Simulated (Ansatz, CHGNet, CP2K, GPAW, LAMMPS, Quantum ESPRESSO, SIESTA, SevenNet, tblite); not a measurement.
# Running glassy 40SiO2-28Al2O3-16Li2O-16SrO (mol %) (85 atoms) with CP2K, part 2 of 3

How do the settings of CP2K change the result for glassy 40SiO2-28Al2O3-16Li2O-16SrO (mol %) (85 atoms)? A plane-wave run serves as the yardstick.

Program: CP2K 2026.2; the method stands at each step. Banners, paths, timers and routine set-up lines are dropped from the logs unmarked, and long logs keep their key lines alone; longer cuts are marked.

So far. Step 2 (PBE, DZVP-MOLOPT-SR, 600/50 Ry, diagonalisation): Forces lie 11 % from the reference's, at 0.50 times its CPU time. Step 3 (PBE, DZVP-MOLOPT-SR, 600/50 Ry, TRS4 filter 1e-07, SCF …): Against the first run (11 %), the force difference from the reference is 11 %, at 0.61 times the CPU time (9 SCF steps against 16): another solver or mixer reaches the same state.

**4. PBE, DZVP-MOLOPT-SR, 600/50 Ry, TRS4 filter 1e-03, SCF 1e-04**

Method: Kohn-Sham DFT, PBE, GTH-PBE pseudopotentials, Gaussian and plane waves, DZVP-MOLOPT-SR-GTH, linear-scaling purification of the density matrix.

input.inp

```
&GLOBAL
  PROJECT cell
  RUN_TYPE ENERGY_FORCE
  PRINT_LEVEL LOW
&END GLOBAL
&FORCE_EVAL
  METHOD QS
  STRESS_TENSOR ANALYTICAL
  &DFT
    BASIS_SET_FILE_NAME BASIS_MOLOPT
    POTENTIAL_FILE_NAME GTH_POTENTIALS
    &MGRID
      CUTOFF 600
      REL_CUTOFF 50
      NGRIDS 5
    &END MGRID
    &QS
      EPS_DEFAULT 1.0E-10
      LS_SCF T
    &END QS
    &LS_SCF
      PURIFICATION_METHOD TRS4
      EPS_FILTER 1.0E-03
      EPS_SCF 1.0E-04
      MAX_SCF 60
      S_PRECONDITIONER ATOMIC
      MIXING_FRACTION 0.45
      REPORT_ALL_SPARSITIES F
    &END LS_SCF
    &XC
      &XC_FUNCTIONAL PBE
      &END XC_FUNCTIONAL
    &END XC
    &PRINT
      &MULLIKEN ON
      &END MULLIKEN
    &END PRINT
  &END DFT
  &SUBSYS
    &CELL
      A 10.15170 0.00000 0.00000
      B 0.00000 10.15170 0.00000
      C 0.00000 0.00000 10.15170
    &END CELL
    &COORD
      SCALED
[... 85 atom lines left out: the same atoms as in the first run ...]
    &END COORD
    &KIND Si
      BASIS_SET DZVP-MOLOPT-SR-GTH-q4
      POTENTIAL GTH-PBE-q4
    &END KIND
    &KIND Al
      BASIS_SET DZVP-MOLOPT-SR-GTH-q3
      POTENTIAL GTH-PBE-q3
    &END KIND
    &KIND Li
      BASIS_SET DZVP-MOLOPT-SR-GTH-q3
      POTENTIAL GTH-PBE-q3
    &END KIND
    &KIND Sr
      BASIS_SET DZVP-MOLOPT-SR-GTH-q10
      POTENTIAL GTH-PBE-q10
    &END KIND
    &KIND O
      BASIS_SET DZVP-MOLOPT-SR-GTH-q6
      POTENTIAL GTH-PBE-q6
    &END KIND
  &END SUBSYS
  &PRINT
    &FORCES ON
    &END FORCES
    &STRESS_TENSOR ON
    &END STRESS_TENSOR
  &END PRINT
&END FORCE_EVAL
```

The run is started by

```bash
$ OMP_NUM_THREADS=1 mpirun -np 4 cp2k.psmp -i input.inp > output.txt
```

Numbers of over 12 decimals in the logs are rounded to 6 here.

Log:

```text
CP2K| version string:                                       CP2K version 2026.2
 CP2K| Input file name                                                 input.inp
 GLOBAL| Basis set file name                                        BASIS_MOLOPT
 GLOBAL| Potential file name                                      GTH_POTENTIALS
 GLOBAL| Run type                                                   ENERGY_FORCE
 GLOBAL| Total number of message passing processes                             4
 GLOBAL| Number of threads for this process                                    1
[... lines left out ...]
 Re-scaling the density matrix to get the right number of electrons
[... lines left out ...]
 SCF run converged in     4 steps.
[... lines left out ...]
      85     O        5          6.610327                             -0.610327
 # Total charge                            440.230718                 -0.230718
 !-----------------------------------------------------------------------------!
 ENERGY| Total FORCE_EVAL ( QS ) energy [hartree]          -1041.531413
 FORCES| Atomic forces [hartree/bohr]
 FORCES|   Atom     x               y               z               |f|
 FORCES|      1  1.04624832E-02  1.90827222E-02  2.04923403E-02   2.98923042E-02
 FORCES|      2  1.31622833E-02  1.60068534E-02 -1.60607927E-02   2.62185835E-02
 FORCES|      3 -2.50040147E-03 -1.35571109E-02  4.59384479E-03   1.45310245E-02
[...]
FORCES|     84  1.72646904E-02 -2.11642467E-02 -7.43065493E-03   2.83056444E-02
 FORCES|     85  8.30794092E-03 -3.20793565E-02 -2.63795416E-02   4.23554862E-02
 FORCES| Sum    -5.97051039E-03  3.77972391E-03  7.47499671E-03
 FORCES| Total atomic force                                       1.02863445E-02
 STRESS| Analytical stress tensor [bar]
 STRESS|                        x                   y                   z
 STRESS|      x        4.14033168648E+04  -7.05187758695E+03  -2.42943892152E+02
 STRESS|      y       -7.05187758695E+03   4.73080000947E+04   9.10110911968E+03
 STRESS|      z       -2.42943892152E+02   9.10110911968E+03   4.87448753698E+04
 STRESS| 1/3 Trace                                             4.58187307764E+04
```

The job ended after 25 s (4 MPI ranks of Arm Neoverse V2, shared host; peak memory 2.6 GiB).

Compared with the plane-wave run:

| Property | Result |
| --- | --- |
| r.m.s. force component | 0.7268 eV/Å |
| r.m.s. difference of force components | 205.6 meV/Å |
| longest difference of force vectors | 1197 meV/Å |
| force difference over r.m.s. force | 27.11 % |
| slope of forces against the reference's | 0.9226 |
| correlation of force components | 0.9626 |
| pressure | 4.582 GPa |
| pressure difference | -0.0364 GPa |
| energy less the same-level run's | 30.89 meV/atom |
| r.m.s. force difference from the same-level run | 152 meV/Å |

This is a coarse setting, run to see what it loses.

Against the first run (11 %), the force difference from the reference is 27 %, at 0.34 times the CPU time (4 SCF steps against 16).

The forces add up to 0.53 eV/Å instead of zero, usually a sign of too coarse a grid.

**5. PBE, SZV-MOLOPT-SR, 600/50 Ry, diagonalisation**

Method: Kohn-Sham DFT, PBE, GTH-PBE pseudopotentials, Gaussian and plane waves, SZV-MOLOPT-SR-GTH, diagonalisation.

input.inp

```
&GLOBAL
  PROJECT cell
  RUN_TYPE ENERGY_FORCE
  PRINT_LEVEL LOW
&END GLOBAL
&FORCE_EVAL
  METHOD QS
  STRESS_TENSOR ANALYTICAL
  &DFT
    BASIS_SET_FILE_NAME BASIS_MOLOPT
    POTENTIAL_FILE_NAME GTH_POTENTIALS
    &MGRID
      CUTOFF 600
      REL_CUTOFF 50
      NGRIDS 5
    &END MGRID
    &QS
      EPS_DEFAULT 1.0E-12
    &END QS
    &SCF
      SCF_GUESS ATOMIC
      EPS_SCF 1.0E-06
      MAX_SCF 200
      ADDED_MOS 14
      &DIAGONALIZATION
        ALGORITHM STANDARD
      &END DIAGONALIZATION
      &SMEAR ON
        METHOD FERMI_DIRAC
        ELECTRONIC_TEMPERATURE [K] 580
      &END SMEAR
      &MIXING
        METHOD BROYDEN_MIXING
        ALPHA 0.3
        NBROYDEN 8
      &END MIXING
      &PRINT
        &RESTART OFF
        &END RESTART
      &END PRINT
    &END SCF
    &XC
      &XC_FUNCTIONAL PBE
      &END XC_FUNCTIONAL
    &END XC
    &PRINT
      &MULLIKEN ON
      &END MULLIKEN
      &LOWDIN ON
      &END LOWDIN
      &MO ON
        EIGENVALUES T
        OCCUPATION_NUMBERS T
        MO_INDEX_RANGE 209 232
        &EACH
          QS_SCF 0
        &END EACH
        ADD_LAST NUMERIC
      &END MO
    &END PRINT
  &END DFT
  &SUBSYS
    &CELL
      A 10.15170 0.00000 0.00000
      B 0.00000 10.15170 0.00000
      C 0.00000 0.00000 10.15170
    &END CELL
    &COORD
[... 85 atom lines left out: the same atoms as in the first run ...]
    &END COORD
    &KIND Si
      BASIS_SET SZV-MOLOPT-SR-GTH-q4
      POTENTIAL GTH-PBE-q4
    &END KIND
    &KIND Al
      BASIS_SET SZV-MOLOPT-SR-GTH-q3
      POTENTIAL GTH-PBE-q3
    &END KIND
    &KIND Li
      BASIS_SET SZV-MOLOPT-SR-GTH-q3
      POTENTIAL GTH-PBE-q3
    &END KIND
    &KIND Sr
      BASIS_SET SZV-MOLOPT-SR-GTH-q10
      POTENTIAL GTH-PBE-q10
    &END KIND
    &KIND O
      BASIS_SET SZV-MOLOPT-SR-GTH-q6
      POTENTIAL GTH-PBE-q6
    &END KIND
  &END SUBSYS
  &PRINT
    &FORCES ON
    &END FORCES
    &STRESS_TENSOR ON
    &END STRESS_TENSOR
  &END PRINT
&END FORCE_EVAL
```

The run is started by

```bash
$ OMP_NUM_THREADS=1 cp2k.psmp -i input.inp > output.txt
```

Log:

```text
CP2K| version string:                                       CP2K version 2026.2
 CP2K| Input file name                                                 input.inp
 GLOBAL| Basis set file name                                        BASIS_MOLOPT
 GLOBAL| Potential file name                                      GTH_POTENTIALS
 GLOBAL| Run type                                                   ENERGY_FORCE
 GLOBAL| Total number of message passing processes                             1
 GLOBAL| Number of threads for this process                                    1
[... lines left out ...]
                        Smear method:                                FERMI_DIRAC
[... lines left out ...]
 Number of electrons:                                                        440
[... lines left out ...]
  Step     Update method      Time    Convergence         Total energy    Change
[... lines left out ...]
  *** SCF run converged in    19 steps ***
[... lines left out ...]
  Fermi energy:                                                 0.262188
  Total energy:                                             -1036.171266
  Total energy (extrapolated to T->0):                      -1036.171266
[... lines left out ...]
 MO| E(Fermi):            0.262188 a.u.          7.134507 eV
[... lines left out ...]
      84     O        5          6.690037                             -0.690037
      85     O        5          6.823533                             -0.823533
 # Total charge                            440.000000                 -0.000000
 ENERGY| Total FORCE_EVAL ( QS ) energy [hartree]          -1036.171263
 FORCES| Atomic forces [hartree/bohr]
 FORCES|   Atom     x               y               z               |f|
 FORCES|      1 -3.34018410E-03  3.12129587E-02  1.73427992E-02   3.58633281E-02
 FORCES|      2  1.85219039E-02 -2.03221430E-02  1.20095172E-02   3.00046484E-02
 FORCES|      3 -1.62230470E-02 -4.43960185E-03 -2.94937389E-04   1.68221374E-02
[...]
FORCES|     84  5.03351206E-02 -2.69458768E-02 -3.77848145E-02   6.84645664E-02
 FORCES|     85  2.78894229E-02 -9.78741658E-02 -6.80824349E-02   1.22443416E-01
 FORCES| Sum    -7.85990748E-03  4.79525888E-03  1.01942192E-02
 FORCES| Total atomic force                                       1.37366211E-02
 STRESS| Analytical stress tensor [bar]
 STRESS|                        x                   y                   z
 STRESS|      x        1.96806329565E+05  -1.29698231088E+04   3.23030916278E+03
 STRESS|      y       -1.29698231088E+04   2.25279543357E+05   7.09043071766E+03
 STRESS|      z        3.23030916278E+03   7.09043071766E+03   2.18428462659E+05
 STRESS| 1/3 Trace                                             2.13504778527E+05
```

The job ended after 2.6 min (1 thread; peak memory 2.4 GiB).

Numbers from this run, and their distance from the reference:

```
r.m.s. force component                           : 1.605 eV/Å
r.m.s. difference of force components            : 959.3 meV/Å
longest difference of force vectors              : 3316 meV/Å
force difference over r.m.s. force               : 126.5 %
slope of forces against the reference's          : 1.94
correlation of force components                  : 0.9164
gap (highest filled to lowest empty level) : 2.235 eV
gap difference                                   : -1.435 eV
pressure                                         : 21.35 GPa
pressure difference                              : 16.73 GPa
```

This is a coarse setting, run to see what it loses.

Against the first run (11 %), the force difference from the reference is 127 %, at 0.54 times the CPU time (on 1 against 4 cores), with 328 basis functions against 1053: the smaller basis costs accuracy.

The forces add up to 0.71 eV/Å instead of zero, usually a sign of too coarse a grid.

**6. PBE+D3(BJ), DZVP-MOLOPT-SR, 600/50 Ry, diagonalisation**

Method: Kohn-Sham DFT, PBE+D3(BJ), GTH-PBE pseudopotentials, Gaussian and plane waves, DZVP-MOLOPT-SR-GTH, diagonalisation.

input.inp, as its differences from that of step 5:

```diff
@@ -44,2 +44,10 @@
       &END XC_FUNCTIONAL
+      &VDW_POTENTIAL
+        POTENTIAL_TYPE PAIR_POTENTIAL
+        &PAIR_POTENTIAL
+          TYPE DFTD3(BJ)
+          PARAMETER_FILE_NAME dftd3.dat
+          REFERENCE_FUNCTIONAL PBE
+        &END PAIR_POTENTIAL
+      &END VDW_POTENTIAL
     &END XC
@@ -67,7 +75,8 @@
     &END CELL
-    &COORD
-[... 85 atom lines left out: the same atoms as in the first run ...]
-    &END COORD
+    &TOPOLOGY
+      COORD_FILE_NAME structure.xyz
+      COORD_FILE_FORMAT XYZ
+    &END TOPOLOGY
     &KIND Si
-      BASIS_SET SZV-MOLOPT-SR-GTH-q4
+      BASIS_SET DZVP-MOLOPT-SR-GTH-q4
       POTENTIAL GTH-PBE-q4
@@ -75,3 +84,3 @@
     &KIND Al
-      BASIS_SET SZV-MOLOPT-SR-GTH-q3
+      BASIS_SET DZVP-MOLOPT-SR-GTH-q3
       POTENTIAL GTH-PBE-q3
@@ -79,3 +88,3 @@
     &KIND Li
-      BASIS_SET SZV-MOLOPT-SR-GTH-q3
+      BASIS_SET DZVP-MOLOPT-SR-GTH-q3
       POTENTIAL GTH-PBE-q3
@@ -83,3 +92,3 @@
     &KIND Sr
-      BASIS_SET SZV-MOLOPT-SR-GTH-q10
+      BASIS_SET DZVP-MOLOPT-SR-GTH-q10
       POTENTIAL GTH-PBE-q10
@@ -87,3 +96,3 @@
     &KIND O
-      BASIS_SET SZV-MOLOPT-SR-GTH-q6
+      BASIS_SET DZVP-MOLOPT-SR-GTH-q6
       POTENTIAL GTH-PBE-q6
```

structure.xyz

```xyz
85

Si 7.68545 3.29270 7.52860
Si 1.20562 2.93547 6.73068
Si 1.94263 4.67283 1.59026
Si 2.74411 1.22765 8.85137
Si 9.21632 2.13145 2.56635
Si 0.87863 7.43856 8.61930
Si 10.15119 8.09060 2.92247
Si 7.20882 6.08919 6.74885
Si 5.00946 3.45117 9.31500
Si 6.00422 6.84214 2.58635
Al 9.57305 4.74612 9.61792
Al 3.08074 4.13712 4.56380
Al 6.96457 6.42988 9.93222
Al 4.78318 1.68346 3.87815
Al 6.50125 1.59605 1.14075
Al 8.59585 5.26345 2.19003
Al 5.74698 9.57762 5.93458
Al 4.47243 6.77372 5.19534
Al 2.27611 1.76193 1.82568
Al 3.78070 6.43486 9.83649
[... 61 atom lines left out ...]
O 5.94473 6.15010 5.81073
O 5.98697 0.34028 0.10081
O 2.41712 2.90785 5.61968
O 3.08277 10.13759 8.00248
```

The run is started by

```bash
$ OMP_NUM_THREADS=1 mpirun -np 4 cp2k.psmp -i input.inp > output.txt
```

Log:

```text
CP2K| version string:                                       CP2K version 2026.2
 CP2K| Input file name                                                 input.inp
 GLOBAL| Basis set file name                                        BASIS_MOLOPT
 GLOBAL| Potential file name                                      GTH_POTENTIALS
 GLOBAL| Run type                                                   ENERGY_FORCE
 GLOBAL| Total number of message passing processes                             4
 GLOBAL| Number of threads for this process                                    1
 TOTAL NUMBERS AND MAXIMUM NUMBERS
  Total number of            - Atomic kinds:                                   5
                             - Atoms:                                         85
[... lines left out ...]
                        Smear method:                                FERMI_DIRAC
[... lines left out ...]
 Number of electrons:                                                        440
[... lines left out ...]
  Step     Update method      Time    Convergence         Total energy    Change
[... lines left out ...]
  *** SCF run converged in    16 steps ***
[... lines left out ...]
  Fermi energy:                                                 0.202240
  Total energy:                                             -1042.163402
  Total energy (extrapolated to T->0):                      -1042.163402
[... lines left out ...]
 MO| E(Fermi):            0.202240 a.u.          5.503224 eV
[... lines left out ...]
       1     Si       1          3.307032                              0.692968
       2     Si       1          3.422605                              0.577395
       3     Si       1          3.310475                              0.689525
[...]
# Total charge                            440.000000                 -0.000000
 !-----------------------------------------------------------------------------!
 LOWDIN POPULATION ANALYSIS
 #  Atom  Element  Kind  Atomic population                           Net charge
[...]
84     O        5          6.521755                             -0.521755
      85     O        5          6.663761                             -0.663761
 # Total charge                            440.000000                 -0.000000
 ENERGY| Total FORCE_EVAL ( QS ) energy [hartree]          -1042.163414
 FORCES| Atomic forces [hartree/bohr]
 FORCES|   Atom     x               y               z               |f|
 FORCES|      1  5.92134850E-03  2.27018159E-02  1.81126970E-02   2.96395784E-02
 FORCES|      2  1.47552345E-02  4.30701225E-04 -1.44075815E-02   2.06271872E-02
 FORCES|      3 -3.79543844E-04 -1.44697701E-02  4.02032312E-03   1.50226928E-02
[...]
FORCES|     84  1.64464325E-02 -1.90532910E-02 -6.86774390E-03   2.60898246E-02
 FORCES|     85  1.17709418E-02 -4.18559957E-02 -3.23657384E-02   5.42035097E-02
 FORCES| Sum    -6.02068630E-03  3.83616440E-03  7.53740427E-03
 FORCES| Total atomic force                                       1.03815839E-02
 STRESS| Analytical stress tensor [bar]
 STRESS|                        x                   y                   z
 STRESS|      x        1.33138620013E+04  -6.58200651827E+03  -2.97668497933E+02
 STRESS|      y       -6.58200651827E+03   2.49651991170E+04   9.76924526326E+03
 STRESS|      z       -2.97668497933E+02   9.76924526326E+03   2.21851567760E+04
 STRESS| 1/3 Trace                                             2.01547392981E+04
```

Elapsed: 72 s, on 4 MPI ranks; peak memory 4 GiB; 4.8 min of CPU time.

Against the reference:

* r.m.s. force component: 0.7463 eV/Å
* r.m.s. difference of force components: 83.46 meV/Å
* longest difference of force vectors: 330.3 meV/Å
* force difference over r.m.s. force: 11.01 %
* slope of forces against the reference's: 0.9783
* correlation of force components: 0.994
* gap (highest filled to lowest empty level): 3.583 eV
* gap difference: -0.0876 eV
* pressure: 2.015 GPa
* pressure difference: -2.603 GPa

Against the first run (11 %), the force difference from the reference is 11 %, at 1.00 times the CPU time; the model has changed, so this is no error of the program alone.

The forces add up to 0.53 eV/Å instead of zero, usually a sign of too coarse a grid.

[end of part 2 of 3]

[Also dropped from logs without a mark: logging warnings of Python, and SIESTA's first energy breakdown and zero terms.]

[Logs are printed without paths, hosts, clocks, repeated set-up lines and the standing remarks that a program may print on its own settings, such as how far it seeks lower states.]

[Hosts, paths, dates, database ids (printed as entryN), source tags and the programs' standing remarks are cut or masked in the printed files.]
